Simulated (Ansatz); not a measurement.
## Phonons of ScCo (Pm-3m) against volume

Wanted: mode Grüneisen parameters of ScCo (Pm-3m).

Method: DFT PBEsol, scalar-relativistic, plane waves, PAW; PAW set soft_1, in Ansatz 0.2.0.

**1. The structure**

The structure is cubic, space group Pm-3m (No. 221). The conventional cell has a = 3.072 Å, b = 3.072 Å, c = 3.072 Å, α = 90.00°, β = 90.00°, γ = 90.00°. Sc has 8 Co at 2.66 Å nearest. Nearest to Co lie 8 Sc at 2.66 Å. Farther neighbours are not listed.

As a file:

```cif
data_structure
_symmetry_space_group_name_H-M 'P 1'
_symmetry_Int_Tables_number 1
_cell_length_a 3.0716
_cell_length_b 3.0716
_cell_length_c 3.0716
_cell_angle_alpha 90.000
_cell_angle_beta 90.000
_cell_angle_gamma 90.000
_cell_volume 28.98
loop_
_atom_site_label
_atom_site_type_symbol
_atom_site_fract_x
_atom_site_fract_y
_atom_site_fract_z
_atom_site_occupancy
Sc1 Sc 0.50000 0.50000 0.50000 1
Co2 Co 0.00000 0.00000 0.00000 1
```

**2. Response at finite wavevector**

The cell comes from relaxations at this level that are not shown. Stability and thermal properties need the whole zone. Linear response on a 4×4×4 q mesh gives force constants as far as a supercell of that size would.

input.yaml reads:

```yaml
crystal:
  lattice:
    - [3.0716497129, 0.0, 0.0]
    - [0.0, 3.0716497129, 0.0]
    - [0.0, 0.0, 3.0716497129]
  atoms:
    - { symbol: Sc, position: [0.5, 0.5, 0.5] }
    - { symbol: Co, position: [0.0, 0.0, 0.0] }
kpoints:
  mp_grid: { grid: [16, 16, 16] }
hamiltonian:
  xc: pbesol
  pseudopotentials: { kind: paw, azcp: { folder: soft_1 }, xc_functional: pbe }
scf:
  occupations: { method: methfessel_paxton, width: 0.2 }
output:
  eigenvalues: true
phonons:
  method: dfpt
  qmesh: [4, 4, 4]
  temperatures: { t_max: 1000, t_step: 50 }
  qpath:
    path:
      - [[0.0, 0.0, 0.0], [0.0, 0.5, 0.0], [0.5, 0.5, 0.0], [0.0, 0.0, 0.0], [0.5, 0.5, 0.5], [0.0, 0.5, 0.0]]
      - [[0.5, 0.5, 0.5], [0.5, 0.5, 0.0]]
    npoints: 10
```

Run with:

```bash
$ ansatz run input.yaml --threads 4 --pin off --max-ram 10240MiB --backend cpu --events-out ev --progress --plain --runs-dir out
```

Numbers of over 12 decimals in the logs are rounded to 6 here.

Output:

```text
Engine: ansatz 0.2.0, aarch64-unknown-linux-gnu
Pseudopotentials: kind: paw
Pseudopotential: Sc, paw, valence charge 11, recommended cutoff 420 eV (normal), soft_1/Sc.paw.azcp
Pseudopotential: Co, paw, valence charge 17, recommended cutoff 420 eV (normal), soft_1/Co.paw.azcp
Functional definition: PBEsol
  exchange = pbesol_x
  correlation = pbesol_c
Crystal: 2 atoms, lattice volume = 28.981 Å³
Basis set: ecut = 420 eV, 587 PW (Γ), exchange–correlation on 48×48×48 points (8 copies of the dense FFT grid, shifted against one another)
Bands: 18, of which v1, the nominal top of the filled ones, is band 14 counted from 1 (13 counted from 0)
Symmetry: 48 space group operations
k-points: 165 of 4096
Non-local potential: Sc, projectors of the file, l = 0: 3, l = 1: 2, l = 2: 3, l = 3: 1
Non-local potential: Co, projectors of the file, l = 0: 3, l = 1: 2, l = 2: 3, l = 3: 1
PAW form: soft (Blöchl's): semilocal exchange-correlation on the pseudo side does not see the compensation charge
PAW frozen core: Sc, regenerated for the run's functional, and the local potential with it (the file was generated under x = pbe(κ = 0.804, μ = 0.219515), c = pbe(β = 0.066725))
PAW frozen core: Co, regenerated for the run's functional, and the local potential with it (the file was generated under x = pbe(κ = 0.804, μ = 0.219515), c = pbe(β = 0.066725))
PAW one-centre angular grid: Sc, 590 points (default); XC on 64 Gauss nodes
PAW one-centre angular grid: Co, 590 points (default); XC on 64 Gauss nodes
Initial density: superposition of atomic densities (chi_scale 0.1, normalization cell, long waves kept (reshape's long-wave potential 0.00 eV rms))
Initial wavefunctions: pseudopotential atomic-orbital guess
Functional: x = pbesol(κ = 0.804, μ = 0.123457), c = pbesol(β = 0.046)
SCF iter   1: F=—  HF=-7205.241525 eV  |F-HF|=—  |Δ(HF+E_count)|=         —  Δρ=9.91e-2  dr2=1.93e0  ethr=3.10e-3  ⟨swp⟩=3.7  Hψ=10746  notcnv=0
preconditioner: auto → none  [metal: Δε(μ)=0.033 eV  Ē_g=12.494 eV  σ=0.200 eV  W_gap=0.14  n_scr=6 (ndim 8)  ℏωp=29.3 eV  f_vac=0.000  D(μ)=0.77/eV (n_scr^D=6)  sad-step TF]
SCF iter   2: F=—  HF=-7205.088056 eV  |F-HF|=—  |Δ(HF+E_count)|=   1.53e-1  S|Δr|=    0.00e0  Δρ=2.39e-2  dr2=1.21e-1  ethr=3.10e-3  ⟨swp⟩=2.1  Hψ=4927  notcnv=0
SCF iter   3: F=—  HF=-7205.090969 eV  |F-HF|=—  |Δ(HF+E_count)|=   2.91e-3  S|Δr|=    0.00e0  Δρ=1.76e-2  dr2=6.04e-2  ethr=4.33e-4  ⟨swp⟩=2.0  Hψ=4510  notcnv=0
SCF iter   4: F=—  HF=-7205.094089 eV  |F-HF|=—  |Δ(HF+E_count)|=   3.12e-3  S|Δr|=    0.00e0  Δρ=3.43e-3  dr2=2.18e-3  ethr=2.16e-4  ⟨swp⟩=2.1  Hψ=3921  notcnv=0
SCF iter   5: F=—  HF=-7205.093625 eV  |F-HF|=—  |Δ(HF+E_count)|=   4.64e-4  S|Δr|=    0.00e0  Δρ=3.74e-4  dr2=3.38e-5  ethr=7.79e-6  ⟨swp⟩=2.2  Hψ=4597  notcnv=0
SCF iter   6: F=—  HF=-7205.093612 eV  |F-HF|=—  |Δ(HF+E_count)|=   1.27e-5  S|Δr|=    0.00e0  Δρ=2.56e-5  dr2=2.33e-7  ethr=1.21e-7  ⟨swp⟩=2.9  Hψ=5541  notcnv=0
SCF iter   7: F=—  HF=-7205.093611 eV  |F-HF|=—  |Δ(HF+E_count)|=   1.62e-6  S|Δr|=    0.00e0  Δρ=3.79e-6  dr2=1.49e-9  ethr=8.33e-10  ⟨swp⟩=2.2  Hψ=3989  notcnv=0
SCF iter   8: F=—  HF=-7205.093611 eV  |F-HF|=—  |Δ(HF+E_count)|=  1.22e-10  S|Δr|=    0.00e0  Δρ=8.78e-7  dr2=2.52e-10  ethr=5.33e-12  ⟨swp⟩=1.3  Hψ=3370  notcnv=0
SCF iter   9: F=-7205.093611 eV  HF=-7205.093611 eV  |F-HF|=1.82e-12  |Δ(HF+E_count)|=  2.09e-11  S|Δr|=    0.00e0  Δρ=8.84e-8  dr2=2.71e-12  ethr=1.00e-12  ⟨swp⟩=3.9  Hψ=12314  notcnv=0
SCF 1 converged in 9 iterations: F = -7205.093611 eV  dr2 = 2.71e-12
  greatest PAW one-centre occupation: 1.000 electrons in one spin orbital (limit 2), on the Co atom at site 1 (counted from 0), in its partial waves of l = 1
Initial density: read from a saved state, or passed on in memory by an earlier SCF of this step, an earlier step, the calling program or the single point that the run made first
iter 1 solved again at ethr=2.65e-9 eV; its pass at ethr=3.10e-3 eV (dr2=7.43e-7 eV) is discarded
SCF iter   1: F=—  HF=-7205.093611 eV  |F-HF|=—  |Δ(HF+E_count)|=         —  Δρ=7.20e-7  dr2=1.27e-10  ethr=2.65e-9  ⟨swp⟩=3.2  Hψ=20673  notcnv=0
preconditioner: auto → none  [metal: Δε(μ)=0.025 eV  Ē_g=12.498 eV  σ=0.200 eV  W_gap=0.11  n_scr=6 (ndim 8)  ℏωp=29.3 eV  f_vac=0.000  D(μ)=1.00/eV (n_scr^D=6)]
SCF iter   2: F=—  HF=-7205.093611 eV  |F-HF|=—  |Δ(HF+E_count)|=  8.16e-10  S|Δr|=    0.00e0  Δρ=5.91e-7  dr2=8.30e-11  ethr=1.00e-12  ⟨swp⟩=2.2  Hψ=5072  notcnv=0
SCF iter   3: F=—  HF=-7205.093611 eV  |F-HF|=—  |Δ(HF+E_count)|=  1.82e-12  S|Δr|=    0.00e0  Δρ=3.44e-7  dr2=3.04e-11  ethr=1.00e-12  ⟨swp⟩=1.0  Hψ=2970  notcnv=0
SCF iter   4: F=—  HF=-7205.093611 eV  |F-HF|=—  |Δ(HF+E_count)|=  2.73e-12  S|Δr|=    0.00e0  Δρ=2.81e-7  dr2=2.06e-11  ethr=1.00e-12  ⟨swp⟩=1.0  Hψ=2970  notcnv=0
SCF iter   5: F=-7205.093611 eV  HF=-7205.093611 eV  |F-HF|=6.37e-12  |Δ(HF+E_count)|=  9.09e-13  S|Δr|=    0.00e0  Δρ=1.75e-7  dr2=8.22e-12  ethr=1.00e-12  ⟨swp⟩=1.0  Hψ=6600  notcnv=0
SCF 2 converged in 5 iterations: F = -7205.093611 eV  dr2 = 8.22e-12
phonons: the bands overlap, so this run is a metal and interpolates without the dipole-dipole term. If the crystal is really an insulator or semiconductor, its LO-TO splitting is missing
NSCF: frozen V_eff on 165 k-points
NSCF: frozen V_eff on 405 k-points
DFPT response loops at q = (0, 0, 0) (fractional): preconditioner auto → Kerker (q_TF=auto, 2.713 Å⁻¹) (partly filled bands, converged f_vac=0.000); β = 1.00, the filter's whole step (`scf.mixing.beta` (0.50) is not read by the response loops under this deck's `scf.mixing.preconditioner`; to damp them name `kerker` or `kerker_dos`, under which they read `scf.mixing.beta`, and type it under 1.00, their step now; both keys bind the ground state too); Broyden in place of MSR1
NSCF: frozen V_eff on 2592 k-points
DFPT response loops at q = (0, 0, 0.25) (fractional): mixed as the last ones told, above
NSCF: frozen V_eff on 1458 k-points
DFPT response loops at q = (0, 0, -0.5) (fractional): mixed as the last ones told, above
NSCF: frozen V_eff on 4608 k-points
DFPT response loops at q = (0, 0.25, 0.25) (fractional): mixed as the last ones told, above
NSCF: frozen V_eff on 2592 k-points
DFPT response loops at q = (0, 0.25, -0.5) (fractional): mixed as the last ones told, above
NSCF: frozen V_eff on 1458 k-points
DFPT response loops at q = (0, -0.5, -0.5) (fractional): mixed as the last ones told, above
NSCF: frozen V_eff on 4352 k-points
DFPT response loops at q = (0.25, 0.25, 0.25) (fractional): mixed as the last ones told, above
NSCF: frozen V_eff on 4608 k-points
DFPT response loops at q = (0.25, 0.25, -0.5) (fractional): mixed as the last ones told, above
NSCF: frozen V_eff on 2592 k-points
DFPT response loops at q = (0.25, -0.5, -0.5) (fractional): mixed as the last ones told, above
NSCF: frozen V_eff on 810 k-points
DFPT response loops at q = (-0.5, -0.5, -0.5) (fractional): mixed as the last ones told, above
SCF converged after 9 iterations
Stability not checked: this state was not tested for a lower state beside it, because cold or Methfessel-Paxton smearing, or corrected tetrahedra, fill the levels in a way that the test cannot read (fill_not_monotonic; see scf.lower_state_search)
Free energy (F): -7205.093611 eV
Harris-Foulkes:  -7205.093611 eV  (|F-HF|=1.82e-12)
Internal energy: -7205.093800 eV  (E = F + TS)
E sigma→0 (E₀):  -7205.093658 eV
Entropy (-TS):   0.000190 eV (0.095 meV/atom)
Fermi energy:    14.810148 eV
--- Per-component energies (eV) ---
  E_band       = -402.319346
  E_kinetic    = 505.270885
  E_local      = -3819.538774  (includes V_loc(G=0)·N_el)
  E_nonlocal   = 581.675885
  E_hartree    = 1643.428860
  E_xc         = -178.109741
  E_vxc        = -225.311066  (∫ρ·V_xc dr)
  E_paw        = -2508.419186  (= ΣΔE_a)
  E_vpaw       = -731.274079  (= ΣTr[D̂ρ^β])
  E_aug_tail   = 0.000018  (compensation charges beyond the density's cutoff)
  E_ewald      = -3429.719191
  E_core_change = 0.317445  (= ΣΔE_core)
  E_smearing   = 0.000190  (= −TS)
  E_closure    = -0.000000  (closes the sum)
  Σ components = -7205.093611   (vs F -7205.093611, Δ=0.00e0)
--- Band table (eV; the first three rows and the last of 165) ---
  k-point 0: bands = [... 10 lower, 11.8134, 13.9095, 13.9095, 13.9095, 16.7114, 16.7114, 19.4359, 19.4359]
  k-point 1: bands = [... 10 lower, 11.8475, 13.9029, 13.9029, 13.9196, 16.6765, 16.7218, 19.2832, 19.2832]
  k-point 2: bands = [... 10 lower, 11.9431, 13.8844, 13.8844, 13.9485, 16.5740, 16.7384, 18.9054, 18.9054]
  k-point 164: bands = [... 10 lower, 13.0636, 13.6780, 13.6780, 13.6780, 14.5542, 14.5542, 20.1451, 20.1451]
--- Phonons (Γ-DFPT): 2 representative perturbations + reference (Σ response iterations 6) ---
  ASR residual: 4.741e-5 → 0.000e0 eV/Å²; symmetrization residual: 5.353e-7 eV/Å²
  ASR residual per site (eV/Å²): 4.74e-5 2.14e-5
  Γ frequencies (cm⁻¹): 0.00 0.00 0.00 222.09 222.09 222.09
--- Phonons (arbitrary-q DFPT): 10 irreducible q on the 4×4×4 mesh ---
  q = [0.0000, 0.0000, 0.0000] (star 1, of the zone-centre solve; hermiticity 2.31e-7, symmetrization 1.93e-12): -0.00 -0.00 0.00 222.09 222.09 222.09
  q = [0.0000, 0.0000, 0.2500] (star 6, 4 solved perturbations in 4032 linear systems a pass and spin channel, the states on 1296 of 4096 k-point pairs; hermiticity 1.78e-7, symmetrization 3.11e-13): 83.33 83.33 139.25 207.20 207.20 282.12
  q = [0.0000, 0.0000, -0.5000] (star 3, 4 solved perturbations in 2268 linear systems a pass and spin channel, the states on 729 of 4096 k-point pairs; hermiticity 5.10e-14, symmetrization 6.71e-13): 143.92 143.92 175.05 175.05 185.43 321.05
  q = [0.0000, 0.2500, 0.2500] (star 12, 4 solved perturbations in 7056 linear systems a pass and spin channel, the states on 2304 of 4096 k-point pairs; hermiticity 1.57e-6, symmetrization 4.42e-13): 111.96 112.86 176.36 197.59 249.60 254.88
  q = [0.0000, 0.2500, -0.5000] (star 12, 6 solved perturbations on 1296 of 4096 k-point pairs; hermiticity 4.39e-7, symmetrization 4.58e-14): 142.85 156.43 162.05 185.40 234.65 301.74
  q = [0.0000, -0.5000, -0.5000] (star 3, 4 solved perturbations in 2268 linear systems a pass and spin channel, the states on 729 of 4096 k-point pairs; hermiticity 1.85e-7, symmetrization 3.66e-13): 140.13 151.61 151.61 195.36 282.74 282.74
  q = [0.2500, 0.2500, 0.2500] (star 8, 2 solved perturbations on 2176 of 4096 k-point pairs; hermiticity 5.07e-7, symmetrization 7.45e-13): 140.46 140.46 184.81 239.44 239.44 242.80
  q = [0.2500, 0.2500, -0.5000] (star 12, 4 solved perturbations in 7056 linear systems a pass and spin channel, the states on 2304 of 4096 k-point pairs; hermiticity 2.39e-7, symmetrization 7.48e-13): 157.44 170.22 177.91 220.01 234.00 291.12
  q = [0.2500, -0.5000, -0.5000] (star 6, 4 solved perturbations in 4032 linear systems a pass and spin channel, the states on 1296 of 4096 k-point pairs; hermiticity 1.64e-7, symmetrization 1.12e-13): 166.25 166.25 187.79 223.50 282.04 282.04
  q = [-0.5000, -0.5000, -0.5000] (star 1, 2 solved perturbations on 405 of 4096 k-point pairs; hermiticity 5.31e-14, symmetrization 8.44e-13): 183.32 183.32 183.32 281.71 281.71 281.71
  sum rule: each row above includes the acoustic sum rule's correction from the zone centre's row sums; it moved no ω² by more than (0.54 cm⁻¹)²
  mesh force constants: q→R imaginary residual 1.30e-18; ASR residual 4.741e-5 → 0.000e0 eV/Å²; symmetrization residual 8.882e-15 eV/Å²
  interpolated dispersion: 62 rows × 6 modes
  density of states and harmonic sums: on the 20×20×20 q-mesh, interpolated from the force constants of a 4×4×4 supercell (no non-analytic term)
  largest difference from the sums on the solved wave vectors: F 1.08e-2 eV, S 1.48e-5 and C_V 4.01e-6 eV/K
  zero-point energy: 0.072693 eV/cell   skipped modes (ω ≤ 0): 3   left out of the sums: 6.25e-5 of the cell's modes: C_V's classical limit lies that fraction below 3 k_B per atom; for a crystal, a wire or a layer, F and S can be off by more, and a phonons.interpolated_qmesh denser along its periods is the remedy for the sampling
```

Run time: 7.4 min. Hardware: 4 threads of Arm Neoverse V2, shared host; peak memory 3.2 GiB.

In the SCF lines HF is the Harris–Foulkes energy and dr2 the Hartree energy of the density residual, in eV; the loop may stop once dr2 is under the threshold and the program's other checks hold. Hψ counts applications of the Hamiltonian.

Numbers from this step:

| Property | Result |
| --- | --- |
| volume per atom | 14.49 Å³ |
| gap on the k-mesh | 0 eV |
| sum-rule residual before enforcement | 4.74e-5 eV/Å² |
| lowest frequency on the path | 0 cm⁻¹ |
| point group | m-3m |
| highest frequency on the path or at a solved wavevector | 321.1 cm⁻¹ |
| mean frequency | 195.4 cm⁻¹ |
| Debye temperature (second moment) | 378 K |
| logarithmic mean frequency | 186.1 cm⁻¹ |
| highest optical mode at the zone centre (no LO-TO term) | 222.1 cm⁻¹ |
| lowest optical zone-centre mode | 222.1 cm⁻¹ |
| lowest mode on the q mesh (acoustic modes at Γ apart) | 83.33 cm⁻¹ |
| zero-point energy per atom | 36.35 meV |
| heat capacity at 300 K | 23.07 J/(mol atoms K) |
| vibrational entropy at 300 K | 28.73 J/(mol atoms K) |

Frequencies (cm⁻¹) solved at each irreducible wavevector; negative means imaginary. Frequencies by wavevector, by row:

```csv
q in reciprocal lattice units,star,mode 1,mode 2,mode 3,mode 4,mode 5,mode 6
0 0 0,1,0,0,0,222.1,222.1,222.1
0 0 0.25,6,83.3,83.3,139.2,207.2,207.2,282.1
0 0 -0.5,3,143.9,143.9,175.1,175.1,185.4,321.1
0 0.25 0.25,12,112,112.9,176.4,197.6,249.6,254.9
0 0.25 -0.5,12,142.8,156.4,162.1,185.4,234.7,301.7
0 -0.5 -0.5,3,140.1,151.6,151.6,195.4,282.7,282.7
0.25 0.25 0.25,8,140.5,140.5,184.8,239.4,239.4,242.8
0.25 0.25 -0.5,12,157.4,170.2,177.9,220,234,291.1
0.25 -0.5 -0.5,6,166.2,166.2,187.8,223.5,282,282
-0.5 -0.5 -0.5,1,183.3,183.3,183.3,281.7,281.7,281.7
```

Symmetry leaves 10 wavevectors to solve. The lowest mode among them, the acoustic zeros apart, lies at q = (0, 0, 0.25) and is real, 83.3 cm⁻¹.

**3. Relaxing at another volume, volume ratio 0.97**

The volume is scaled by 0.97 and held; symmetry leaves nothing to relax, so this is a single point. The modes can then be followed against volume.

input.yaml, the sections that differ from step 2:

```yaml
crystal:
  lattice:
    - [3.0406208267, 0.0, 0.0]
    - [0.0, 3.0406208267, 0.0]
    - [0.0, 0.0, 3.0406208267]
  atoms:
    - { symbol: Sc, position: [0.5, 0.5, 0.5] }
    - { symbol: Co, position: [0.0, 0.0, 0.0] }
output:
  forces: true
  stress: true
  eigenvalues: true
# kpoints, hamiltonian, scf: as in step 2
# phonons: removed
```

Output:

```text
[...]
Crystal: 2 atoms, lattice volume = 28.112 Å³
Basis set: ecut = 420 eV, 515 PW (Γ), exchange–correlation on 48×48×48 points (8 copies of the dense FFT grid, shifted against one another)
Bands: 18, of which v1, the nominal top of the filled ones, is band 14 counted from 1 (13 counted from 0)
Symmetry: 48 space group operations
[...]
k-points: 165 of 4096
[...]
--- Band table (eV; the first three rows and the last of 165) ---
  k-point 0: bands = [... 10 lower, 12.2169, 14.4090, 14.4090, 14.4090, 17.2972, 17.2972, 20.1192, 20.1192]
  k-point 1: bands = [... 10 lower, 12.2536, 14.4022, 14.4022, 14.4195, 17.2603, 17.3090, 19.9595, 19.9595]
  k-point 2: bands = [... 10 lower, 12.3564, 14.3836, 14.3836, 14.4497, 17.1517, 17.3295, 19.5651, 19.5651]
  k-point 164: bands = [... 10 lower, 13.5552, 14.1504, 14.1504, 14.1504, 15.0882, 15.0882, 20.8542, 20.8542]
[key lines of the parts left out:]
SCF converged after 7 iterations
Free energy (F): -7205.082221 eV
Fermi energy:    15.363802 eV
P = ⅓ Tr σ = 4.3037 GPa (43.037 kbar)
```

Wall time 1.1 s (4 threads); peak memory 0.38 GiB; 3.9 s of CPU time.

Numbers from this step:

```yaml
pressure: 4.304 GPa
volume_per_atom: 14.06 Å³
```

The run ends at a pressure of 4.30 GPa.

(Part 1 of 2 ends here.)

[Logs are printed without paths, hosts, clocks, repeated set-up lines and the standing remarks that a program may print on its own settings, such as how far it seeks lower states.]

[Hosts, paths, dates, database ids (printed as entryN), source tags and the programs' standing remarks are cut or masked in the printed files.]
